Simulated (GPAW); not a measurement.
Reflectivity of ZrB2 (P6/mmm) at normal incidence (GPAW, PBE, RPA, without spin-orbit coupling, line width 0.1 eV (Lorentzian), carrier damping 0.1 eV):

| E (eV) | R (%) |
| --- | --- |
| 1.00 | 58.5 |
| 1.25 | 62.8 |
| 1.50 | 56.5 |
| 1.75 | 50.4 |
| 2.00 | 50.6 |
| 2.25 | 55.4 |
| 2.50 | 52.3 |
| 2.75 | 46.0 |
| 3.00 | 45.9 |
| 3.25 | 41.8 |
| 3.50 | 42.1 |
| 3.75 | 46.1 |
| 4.00 | 38.6 |
| 4.25 | 38.8 |
| 4.50 | 41.7 |
| 4.75 | 34.2 |
| 5.00 | 34.7 |

Q: What colour would a polished face show in daylight?

A: Faintly yellow-green: CIE x = 0.318, y = 0.347, luminous reflectivity 54 % under D65, from the mean over the axes.
